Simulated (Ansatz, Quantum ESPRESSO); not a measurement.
# Screening and band shifts of Cl-GaAs-Cl chair, 1 layer, part 4 of 6

Aim: how Cl-GaAs-Cl chair, 1 layer screens a field along its normal, and what the field does to its bands.

Quantum ESPRESSO 7.5; plane-wave DFT, RPBE, GBRV ultrasoft pseudopotentials made under PBE; geometry and cross-check by Ansatz 0.2.0 with PAW datasets.

So far. Step 6 (Self-consistent run: field 0.1 V/Å): The dipole goes from -0.0788 to -0.0310 e Å, 0.4780 e Å per V/Å. Step 7 (Electrostatic potential): The slope in the vacuum is 0.100 eV/Å for an applied 0.10 V/Å, as it should be.

## Step 8: Self-consistent run: field 0.2 V/Å

f2.in reads:

```
&control
  prefix = 'f2'
  outdir = './out'
  pseudo_dir = './pseudo'
  calculation = 'scf'
  tprnfor = .true.
  tefield = .true.
  dipfield = .true.
/
&system
  ibrav = 0
  nat = 4
  ntyp = 3
  ecutwfc = 40
  ecutrho = 200
  input_dft = 'rpbe'
  occupations = 'smearing'
  smearing = 'fd'
  degauss = 0.004
  edir = 3
  emaxpos = 0.97
  eopreg = 0.04
  eamp = 0.00388938
/
&electrons
  conv_thr = 1e-09
  mixing_beta = 0.4
  electron_maxstep = 120
  mixing_mode = 'plain'
  startingpot = 'file'
/
ATOMIC_SPECIES
  Cl  35.4500  cl_pbe_v1.4.uspp.F.UPF
  As  74.9216  as_pbe_v1.uspp.F.UPF
  Ga  69.7230  ga_pbe_v1.4.uspp.F.UPF
CELL_PARAMETERS angstrom
  4.18569153457015 -0.00000000000000 -0.00000000000000
  -2.09284576728508 3.62491520134322 -0.00000000000000
  -0.00000000000000 -0.00000000000000 22.25333333330000
ATOMIC_POSITIONS crystal
  Cl  0.666666666667 0.333333333333 0.385139916566
  As  0.666666666667 0.333333333333 0.483708777063
  Ga  0.333333333333 0.666666666667 0.516308024242
  Cl  0.333333333333 0.666666666667 0.613495169530
K_POINTS automatic
  12 12 1 0 0 0
```

The run is started by

```sh
cp -r out/f0.save out/f2.save
OMP_NUM_THREADS=1 mpirun -n 4 pw.x -nk 4 -in f2.in > f2.out
```

What it wrote:

```text
[banner, memory and clock lines left out]
Program PWSCF v.7.5 starts
[...]
number of electrons       =        38.00
     number of Kohn-Sham states=           23
     kinetic-energy cutoff     =      40.0000  Ry
     charge density cutoff     =     200.0000  Ry
[...]
number of k points=    74  Fermi-Dirac smearing, width (Ry)=  0.0040
[...]
Dense  grid:   108831 G-vectors     FFT dimensions: (  36,  36, 192)
[...]
The initial density is read from file :
[...]
negative rho (up, down):  3.008E-02 0.000E+00
[...]
Starting wfcs are   24 randomized atomic wfcs
[...]
negative rho (up, down):  3.012E-02 0.000E+00
[...]
estimated scf accuracy    <       0.01940857 Ry
[...]
negative rho (up, down):  3.013E-02 0.000E+00
[...]
estimated scf accuracy    <       0.03804265 Ry
[...]
negative rho (up, down):  3.013E-02 0.000E+00
[...]
estimated scf accuracy    <       0.00007478 Ry
[...]
negative rho (up, down):  3.012E-02 0.000E+00
[...]
estimated scf accuracy    <       0.00000337 Ry
[...]
negative rho (up, down):  3.010E-02 0.000E+00
[...]
estimated scf accuracy    <       0.00000040 Ry
[...]
negative rho (up, down):  3.009E-02 0.000E+00
[...]
estimated scf accuracy    <       0.00000004 Ry
[...]
negative rho (up, down):  3.008E-02 0.000E+00
[...]
estimated scf accuracy    <          9.6E-09 Ry
[...]
negative rho (up, down):  3.008E-02 0.000E+00
[...]
Computed dipole along edir(3) :
        Dipole                0.0317 Ry au,          0.0806 Debye
        Dipole field          0.0002 Ry au,
        E field amplitude [Ha a.u.]:  3.8894E-03
        Potential amp.        0.2999 Ry
        Total length         40.3706 bohr
[...]
the Fermi energy is    -2.9239 ev
!    total energy              =    -522.64269291 Ry
     estimated scf accuracy    <          8.7E-10 Ry
     smearing contrib. (-TS)   =      -0.00000081 Ry
     internal energy E=F+TS    =    -522.64269209 Ry
[...]
one-electron contribution =   -1775.31831047 Ry
     hartree contribution      =     889.41850124 Ry
     xc contribution           =     -99.19862272 Ry
     ewald contribution        =     462.45598103 Ry
     electric field correction =      -0.00024118 Ry
     convergence has been achieved in   8 iterations
     negative rho (up, down):  3.008E-02 0.000E+00
[...]
Total force =     0.015354     Total SCF correction =     0.000158
[...]
```

Run time: 82 s. Hardware: 4 MPI ranks of Arm Neoverse V1, shared host; peak memory 0.71 GiB.

Read from the output:

```
free energy                          : -7110.9161 eV
Fermi energy                         : -2.924 eV
dipole along the normal              : 0.01678 e·Å
valence top, on the run's zero       : -3.390 eV
conduction bottom, on the run's zero : -2.535 eV
gap by band count                    : 0.8543 eV
```

The dipole goes from -0.0788 to 0.0168 e Å, 0.4779 e Å per V/Å.

## Step 9: Potential by pp.x

f2.pot.in reads:

```
&inputpp
  prefix = 'f2'
  outdir = './out'
  filplot = 'f2.pot.dat'
  plot_num = 11
/
```

The run is started by

```sh
OMP_NUM_THREADS=1 mpirun -n 4 pp.x -in f2.pot.in > f2.pot.out
```

It took 1.3 s on 4 MPI ranks; peak memory 0.12 GiB.

Numbers from this step:

* slope of the potential above: 0.2000 eV/Å
* upper vacuum line continued to the top atoms, over the valence top: 6.959 eV
* slope of the potential below: 0.2000 eV/Å
* lower vacuum line continued to the bottom atoms, over the valence top: 6.142 eV

The slope in the vacuum is 0.200 eV/Å for an applied 0.20 V/Å, as it should be.

## Step 10: Bands along a path: field 0.2 V/Å

f2.bands.in reads:

```
&control
  prefix = 'f2.bands'
  outdir = './out'
  pseudo_dir = './pseudo'
  calculation = 'bands'
  tefield = .true.
  dipfield = .true.
/
&system
  ibrav = 0
  nat = 4
  ntyp = 3
  ecutwfc = 40
  ecutrho = 200
  input_dft = 'rpbe'
  occupations = 'smearing'
  smearing = 'fd'
  degauss = 0.004
  edir = 3
  emaxpos = 0.97
  eopreg = 0.04
  eamp = 0.00388938
  nbnd = 25
/
&electrons
  conv_thr = 1e-07
  mixing_beta = 0.4
  electron_maxstep = 120
  mixing_mode = 'local-TF'
/
ATOMIC_SPECIES
  Cl  35.4500  cl_pbe_v1.4.uspp.F.UPF
  As  74.9216  as_pbe_v1.uspp.F.UPF
  Ga  69.7230  ga_pbe_v1.4.uspp.F.UPF
CELL_PARAMETERS angstrom
  4.18569153457015 -0.00000000000000 -0.00000000000000
  -2.09284576728508 3.62491520134322 -0.00000000000000
  -0.00000000000000 -0.00000000000000 22.25333333330000
ATOMIC_POSITIONS crystal
  Cl  0.666666666667 0.333333333333 0.385139916566
  As  0.666666666667 0.333333333333 0.483708777063
  Ga  0.333333333333 0.666666666667 0.516308024242
  Cl  0.333333333333 0.666666666667 0.613495169530
K_POINTS crystal_b
4
  0.0000000000 0.0000000000 0.0000000000 14
  0.5000000000 0.0000000000 0.0000000000 14
  0.3333333333 0.3333333333 0.0000000000 14
  0.0000000000 0.0000000000 0.0000000000 1
```

The run is started by

```sh
cp -r out/f2.save out/f2.bands.save
cp out/f2.xml out/f2.bands.xml
OMP_NUM_THREADS=1 mpirun -n 4 pw.x -nk 4 -in f2.bands.in > f2.bands.out
```

What it wrote:

```text
[banner, memory and clock lines left out]
Program PWSCF v.7.5 starts
[citation notice left out]

[...]
bravais-lattice index     =            0
     lattice parameter (alat)  =       7.9098  a.u.
     unit-cell volume          =    2278.5405 (a.u.)^3
     number of atoms/cell      =            4
     number of atomic types    =            3
     number of electrons       =        38.00
     number of Kohn-Sham states=           25
     kinetic-energy cutoff     =      40.0000  Ry
     charge density cutoff     =     200.0000  Ry
     Exchange-correlation= RPBE
                           (   1   4  44   4   0   0   0)

[...]
PseudoPot. # 1 for Cl read from file:
     ./pseudo/cl_pbe_v1.4.uspp.F.UPF
     Pseudo is Ultrasoft + core correction, Zval =  7.0
     Generated by new atomic code, or converted to UPF format
     Using radial grid of  909 points,  6 beta functions with:
                l(1) =   0
                l(2) =   0
                l(3) =   1
                l(4) =   1
                l(5) =   2
                l(6) =   2
     Q(r) pseudized with  8 coefficients,  rinner =    1.300   1.300   1.300
                                                       1.300   1.300

     PseudoPot. # 2 for As read from file:
     ./pseudo/as_pbe_v1.uspp.F.UPF
     Pseudo is Ultrasoft + core correction, Zval =  5.0
     Generated by new atomic code, or converted to UPF format
     Using radial grid of  875 points,  6 beta functions with:
                l(1) =   0
                l(2) =   0
                l(3) =   1
                l(4) =   1
                l(5) =   2
                l(6) =   2
     Q(r) pseudized with  8 coefficients,  rinner =    1.300   1.300   1.300
                                                       1.300   1.300

     PseudoPot. # 3 for Ga read from file:
     ./pseudo/ga_pbe_v1.4.uspp.F.UPF
     Pseudo is Ultrasoft + core correction, Zval = 19.0
     Generated by new atomic code, or converted to UPF format
     Using radial grid of  871 points,  6 beta functions with:
                l(1) =   0
                l(2) =   0
                l(3) =   1
                l(4) =   1
                l(5) =   2
                l(6) =   2
     Q(r) pseudized with  8 coefficients,  rinner =    1.250   1.250   1.250
                                                       1.250   1.250

     atomic species   valence    mass     pseudopotential
     Cl                7.00    35.45000     Cl( 1.00)
     As                5.00    74.92160     As( 1.00)
     Ga               19.00    69.72300     Ga( 1.00)

     No symmetry found

[...]
number of k points=    43  Fermi-Dirac smearing, width (Ry)=  0.0040
[...]
Dense  grid:   108831 G-vectors     FFT dimensions: (  36,  36, 192)

     Smooth grid:    77785 G-vectors     FFT dimensions: (  32,  32, 180)

     The potential is recalculated from file :
     ./out/f2.bands.save/charge-density

     negative rho (up, down):  3.008E-02 0.000E+00

     Adding external electric field

     Computed dipole along edir(3) :
        Dipole                0.0317 Ry au,          0.0806 Debye
        Dipole field          0.0002 Ry au,

        E field amplitude [Ha a.u.]:  3.8894E-03
        Potential amp.        0.2999 Ry
        Total length         40.3706 bohr

     Starting wfcs are   24 randomized atomic wfcs +    1 random wfcs

     Band Structure Calculation
     Davidson diagonalization with overlap

     ethr =  2.63E-10,  avg # of iterations = 56.9

     End of band structure calculation

          k = 0.0000 0.0000 0.0000 (  9619 PWs)   bands (ev):

   -97.3333 -97.3333 -97.3037 -18.8009 -18.2421 -17.7060 -17.7060 -17.6411
   -17.6411 -16.9361 -14.2513  -8.6850  -6.4323  -5.9389  -5.9389  -4.7248
    -4.7248  -3.3896  -3.3896  -2.5353  -1.1715   1.2813   1.2813   1.5961
     2.3574

          k = 0.0357 0.0206 0.0000 (  9635 PWs)   bands (ev):

   -97.3333 -97.3333 -97.3037 -18.7996 -18.2417 -17.7063 -17.7057 -17.6411
   -17.6411 -16.9341 -14.2440  -8.6855  -6.4405  -5.9637  -5.9442  -4.7425
    -4.7296  -3.5350  -3.4021  -2.3649  -1.1622   1.2622   1.3208   1.6103
     2.3739

[...]
```

Run time: 46 s. Hardware: 4 MPI ranks; peak memory 0.43 GiB.

Band numbers count within the set of bands kept for display. Electronic bands along the path, in eV, zero at the highest filled level of the SCF mesh; v1 is the highest filled band, c1 the lowest empty one:

```tsv
point	v4	v3	v2	v1	c1	c2	c3	c4
Γ	-1.34	-1.34	0.00	0.00	0.85	2.22	4.67	4.67
halfway	-1.88	-1.52	-1.38	-0.38	2.40	2.61	5.19	5.69
M	-2.16	-1.82	-1.69	-0.62	2.16	2.95	5.09	7.40
halfway	-2.19	-1.87	-1.71	-0.97	2.91	3.52	5.23	6.67
K	-2.27	-1.91	-1.67	-1.21	3.00	4.66	6.09	6.17
halfway	-1.87	-1.79	-1.36	-0.65	2.64	3.28	4.72	5.76
Γ	-1.34	-1.34	0.00	0.00	0.85	2.22	4.67	4.67
```

Upper empty bands that drop with the field can be states of the vacuum, held by the sawtooth; they depend on the cell's width.

Along this path the valence top lies at Γ and the conduction bottom at Γ.

## Step 11: Ground state: field -0.2 V/Å

f3.in is the input of step 8 with these lines changed:

```diff
@@ -1,3 +1,3 @@
 &control
-  prefix = 'f2'
+  prefix = 'f3'
   outdir = './out'
@@ -22,3 +22,3 @@
   eopreg = 0.04
-  eamp = 0.00388938
+  eamp = -0.00388938
 /
```

The run is started by

```sh
cp -r out/f0.save out/f3.save
OMP_NUM_THREADS=1 mpirun -n 4 pw.x -nk 4 -in f3.in > f3.out
```

What it wrote:

```text
[banner, memory and clock lines left out]
Program PWSCF v.7.5 starts
[...]
number of electrons       =        38.00
     number of Kohn-Sham states=           23
     kinetic-energy cutoff     =      40.0000  Ry
     charge density cutoff     =     200.0000  Ry
[...]
number of k points=    74  Fermi-Dirac smearing, width (Ry)=  0.0040
[...]
Dense  grid:   108831 G-vectors     FFT dimensions: (  36,  36, 192)
[...]
The initial density is read from file :
[...]
negative rho (up, down):  3.008E-02 0.000E+00
[...]
Starting wfcs are   24 randomized atomic wfcs
[...]
negative rho (up, down):  3.013E-02 0.000E+00
[...]
estimated scf accuracy    <       0.01841928 Ry
[...]
negative rho (up, down):  3.013E-02 0.000E+00
[...]
estimated scf accuracy    <       0.03573370 Ry
[...]
negative rho (up, down):  3.014E-02 0.000E+00
[...]
estimated scf accuracy    <       0.00003139 Ry
[...]
negative rho (up, down):  3.012E-02 0.000E+00
[...]
estimated scf accuracy    <       0.00000551 Ry
[...]
negative rho (up, down):  3.010E-02 0.000E+00
[...]
estimated scf accuracy    <       0.00000019 Ry
[...]
negative rho (up, down):  3.009E-02 0.000E+00
[...]
estimated scf accuracy    <       0.00000004 Ry
[...]
negative rho (up, down):  3.009E-02 0.000E+00
[...]
estimated scf accuracy    <          8.3E-09 Ry
[...]
negative rho (up, down):  3.008E-02 0.000E+00
[...]
Computed dipole along edir(3) :
        Dipole               -0.3295 Ry au,         -0.8376 Debye
        Dipole field         -0.0018 Ry au,
        E field amplitude [Ha a.u.]: -3.8894E-03
        Potential amp.       -0.1673 Ry
        Total length         40.3706 bohr
[...]
the Fermi energy is    -2.9721 ev
!    total energy              =    -522.64500941 Ry
     estimated scf accuracy    <          7.5E-10 Ry
     smearing contrib. (-TS)   =      -0.00000092 Ry
     internal energy E=F+TS    =    -522.64500849 Ry
[...]
one-electron contribution =   -1775.42153824 Ry
     hartree contribution      =     889.52151359 Ry
     xc contribution           =     -99.19900040 Ry
     ewald contribution        =     462.45598103 Ry
     electric field correction =      -0.00196447 Ry
     convergence has been achieved in   8 iterations
     negative rho (up, down):  3.008E-02 0.000E+00
[...]
Total force =     0.013932     Total SCF correction =     0.000030
[...]
```

Run time: 80 s. Hardware: 4 MPI ranks; peak memory 0.97 GiB; 5.3 min of CPU time.

This step gave:

* free energy: -7110.9476 eV
* Fermi energy: -2.972 eV
* dipole along the normal: -0.1744 e·Å
* valence top, on the run's zero: -3.428 eV
* conduction bottom, on the run's zero: -2.591 eV
* gap by band count: 0.8372 eV

The dipole goes from -0.0788 to -0.1744 e Å, 0.4779 e Å per V/Å.

## Step 12: Electrostatic potential

f3.pot.in reads:

```
&inputpp
  prefix = 'f3'
  outdir = './out'
  filplot = 'f3.pot.dat'
  plot_num = 11
/
```

The run is started by

```sh
OMP_NUM_THREADS=1 mpirun -n 4 pp.x -in f3.pot.in > f3.pot.out
```

Elapsed: 1.3 s, on 4 MPI ranks; peak memory 0.12 GiB.

This step gave:

- slope of the potential above: -0.2000 eV/Å
- upper vacuum line continued to the top atoms, over the valence top: 7.059 eV
- slope of the potential below: -0.2000 eV/Å
- lower vacuum line continued to the bottom atoms, over the valence top: 5.995 eV

The slope in the vacuum is -0.200 eV/Å for an applied -0.20 V/Å, as it should be.

Each curve counts from the valence top of its own run.

The potential energy (potential at 0 V/Å) oscillates, so the rows of the table below give means over windows of 1 Å about each position, cut where the curve ends. Its maxima inside the range that stand out by 2 % of the span (Å: eV): 9.5: 3.14, 10.8: 17.4, 12.7: 3.66, 21.6: 7.01. Its minima: 8.6: -5.40, 10.1: 0.00543, 11.5: -8.12, 13.7: -4.67.

The runs together. The potential energy by z; means over each step:

```tsv
z (Å)	potential at 0 V/Å (eV)	potential at 0.1 V/Å (eV)	potential at 0.2 V/Å (eV)	potential at -0.2 V/Å (eV)
0	6.12	5.42	4.72	7.52
1	6.07	5.35	4.63	7.51
2	6.07	5.45	4.83	7.31
3	6.07	5.55	5.03	7.11
4	6.07	5.65	5.23	6.91
5	6.07	5.75	5.43	6.71
6	6.06	5.84	5.62	6.50
7	5.89	5.76	5.64	6.14
8	1.26	1.20	1.15	1.37
9	-0.943	-0.974	-1.01	-0.882
10	3.29	3.28	3.27	3.31
11	6.83	6.83	6.84	6.82
12	-2.35	-2.34	-2.32	-2.38
13	1.44	1.47	1.51	1.36
14	-0.237	-0.177	-0.118	-0.358
15	6.59	6.70	6.82	6.35
16	7.00	7.21	7.42	6.57
17	7.01	7.32	7.63	6.39
18	7.01	7.42	7.83	6.19
19	7.01	7.52	8.03	5.99
20	7.01	7.62	8.23	5.79
21	7.01	7.72	8.43	5.59
22	6.75	7.10	7.44	6.07
```

## Step 13: Band structure: field -0.2 V/Å

f3.bands.in is the input of step 10 with these lines changed:

```diff
@@ -1,3 +1,3 @@
 &control
-  prefix = 'f2.bands'
+  prefix = 'f3.bands'
   outdir = './out'
@@ -21,3 +21,3 @@
   eopreg = 0.04
-  eamp = 0.00388938
+  eamp = -0.00388938
   nbnd = 25
```

The run is started by

```sh
cp -r out/f3.save out/f3.bands.save
cp out/f3.xml out/f3.bands.xml
OMP_NUM_THREADS=1 mpirun -n 4 pw.x -nk 4 -in f3.bands.in > f3.bands.out
```

What it wrote:

```text
[banner, memory and clock lines left out]
Program PWSCF v.7.5 starts
[citation notice left out]

[...]
bravais-lattice index     =            0
     lattice parameter (alat)  =       7.9098  a.u.
     unit-cell volume          =    2278.5405 (a.u.)^3
     number of atoms/cell      =            4
     number of atomic types    =            3
     number of electrons       =        38.00
     number of Kohn-Sham states=           25
     kinetic-energy cutoff     =      40.0000  Ry
     charge density cutoff     =     200.0000  Ry
     Exchange-correlation= RPBE
                           (   1   4  44   4   0   0   0)

[...]
PseudoPot. # 1 for Cl read from file:
     ./pseudo/cl_pbe_v1.4.uspp.F.UPF
     Pseudo is Ultrasoft + core correction, Zval =  7.0
     Generated by new atomic code, or converted to UPF format
     Using radial grid of  909 points,  6 beta functions with:
                l(1) =   0
                l(2) =   0
                l(3) =   1
                l(4) =   1
                l(5) =   2
                l(6) =   2
     Q(r) pseudized with  8 coefficients,  rinner =    1.300   1.300   1.300
                                                       1.300   1.300

     PseudoPot. # 2 for As read from file:
     ./pseudo/as_pbe_v1.uspp.F.UPF
     Pseudo is Ultrasoft + core correction, Zval =  5.0
     Generated by new atomic code, or converted to UPF format
     Using radial grid of  875 points,  6 beta functions with:
                l(1) =   0
                l(2) =   0
                l(3) =   1
                l(4) =   1
                l(5) =   2
                l(6) =   2
     Q(r) pseudized with  8 coefficients,  rinner =    1.300   1.300   1.300
                                                       1.300   1.300

     PseudoPot. # 3 for Ga read from file:
     ./pseudo/ga_pbe_v1.4.uspp.F.UPF
     Pseudo is Ultrasoft + core correction, Zval = 19.0
     Generated by new atomic code, or converted to UPF format
     Using radial grid of  871 points,  6 beta functions with:
                l(1) =   0
                l(2) =   0
                l(3) =   1
                l(4) =   1
                l(5) =   2
                l(6) =   2
     Q(r) pseudized with  8 coefficients,  rinner =    1.250   1.250   1.250
                                                       1.250   1.250

     atomic species   valence    mass     pseudopotential
     Cl                7.00    35.45000     Cl( 1.00)
     As                5.00    74.92160     As( 1.00)
     Ga               19.00    69.72300     Ga( 1.00)

     No symmetry found

[...]
number of k points=    43  Fermi-Dirac smearing, width (Ry)=  0.0040
[...]
Dense  grid:   108831 G-vectors     FFT dimensions: (  36,  36, 192)

     Smooth grid:    77785 G-vectors     FFT dimensions: (  32,  32, 180)

     The potential is recalculated from file :
     ./out/f3.bands.save/charge-density

     negative rho (up, down):  3.008E-02 0.000E+00

     Adding external electric field

     Computed dipole along edir(3) :
        Dipole               -0.3295 Ry au,         -0.8376 Debye
        Dipole field         -0.0018 Ry au,

        E field amplitude [Ha a.u.]: -3.8894E-03
        Potential amp.       -0.1673 Ry
        Total length         40.3706 bohr

     Starting wfcs are   24 randomized atomic wfcs +    1 random wfcs

     Band Structure Calculation
     Davidson diagonalization with overlap

     ethr =  2.63E-10,  avg # of iterations = 61.6

     End of band structure calculation

          k = 0.0000 0.0000 0.0000 (  9619 PWs)   bands (ev):

   -97.4126 -97.4126 -97.3887 -18.7313 -18.3764 -17.7846 -17.7846 -17.7239
   -17.7239 -17.0871 -14.2791  -8.7105  -6.5460  -5.8788  -5.8788  -4.9108
    -4.9108  -3.4282  -3.4282  -2.5910  -1.1839   1.2166   1.2166   2.2915
     2.6011

          k = 0.0357 0.0206 0.0000 (  9635 PWs)   bands (ev):

   -97.4126 -97.4126 -97.3887 -18.7301 -18.3760 -17.7848 -17.7843 -17.7240
   -17.7239 -17.0852 -14.2717  -8.7113  -6.5528  -5.9063  -5.8845  -4.9253
    -4.9146  -3.5786  -3.4413  -2.4172  -1.1745   1.1976   1.2562   2.3049
     2.6210

[...]
```

Run time: 47 s. Hardware: 4 MPI ranks; peak memory 0.43 GiB; 3.1 min of CPU time.

Band numbers count within the set of bands kept for display. The electronic bands at the labelled points (eV, zero at the highest filled level of the SCF mesh; v1 is the highest filled band, c1 the lowest empty one):

```tsv
point	v4	v3	v2	v1	c1	c2	c3	c4
Γ	-1.48	-1.48	0.00	0.00	0.84	2.24	4.64	4.64
halfway	-1.93	-1.63	-1.46	-0.40	2.39	2.63	5.18	6.16
M	-2.21	-1.92	-1.76	-0.66	2.14	2.99	5.04	7.37
halfway	-2.23	-1.89	-1.84	-1.04	2.94	3.52	5.19	6.65
K	-2.27	-1.90	-1.84	-1.29	3.05	4.63	6.08	6.15
halfway	-1.92	-1.85	-1.47	-0.68	2.67	3.27	4.70	5.90
Γ	-1.48	-1.48	0.00	0.00	0.84	2.24	4.64	4.64
```

Upper empty bands that drop with the field can be states of the vacuum, held by the sawtooth; they depend on the cell's width.

Along this path the valence top lies at Γ and the conduction bottom at Γ.

(Part 4 of 6 ends here.)

[Logs are printed without paths, hosts, clocks, repeated set-up lines and the standing remarks that a program may print on its own settings, such as how far it seeks lower states.]

[Hosts, paths, dates, database ids (printed as entryN), source tags and the programs' standing remarks are cut or masked in the printed files.]

[Maps of the electrostatic potential energy from Ansatz leave out the sawtooth potential of an applied field or a dipole correction, so their vacuum need not be flat; planar profiles and work functions include it.]
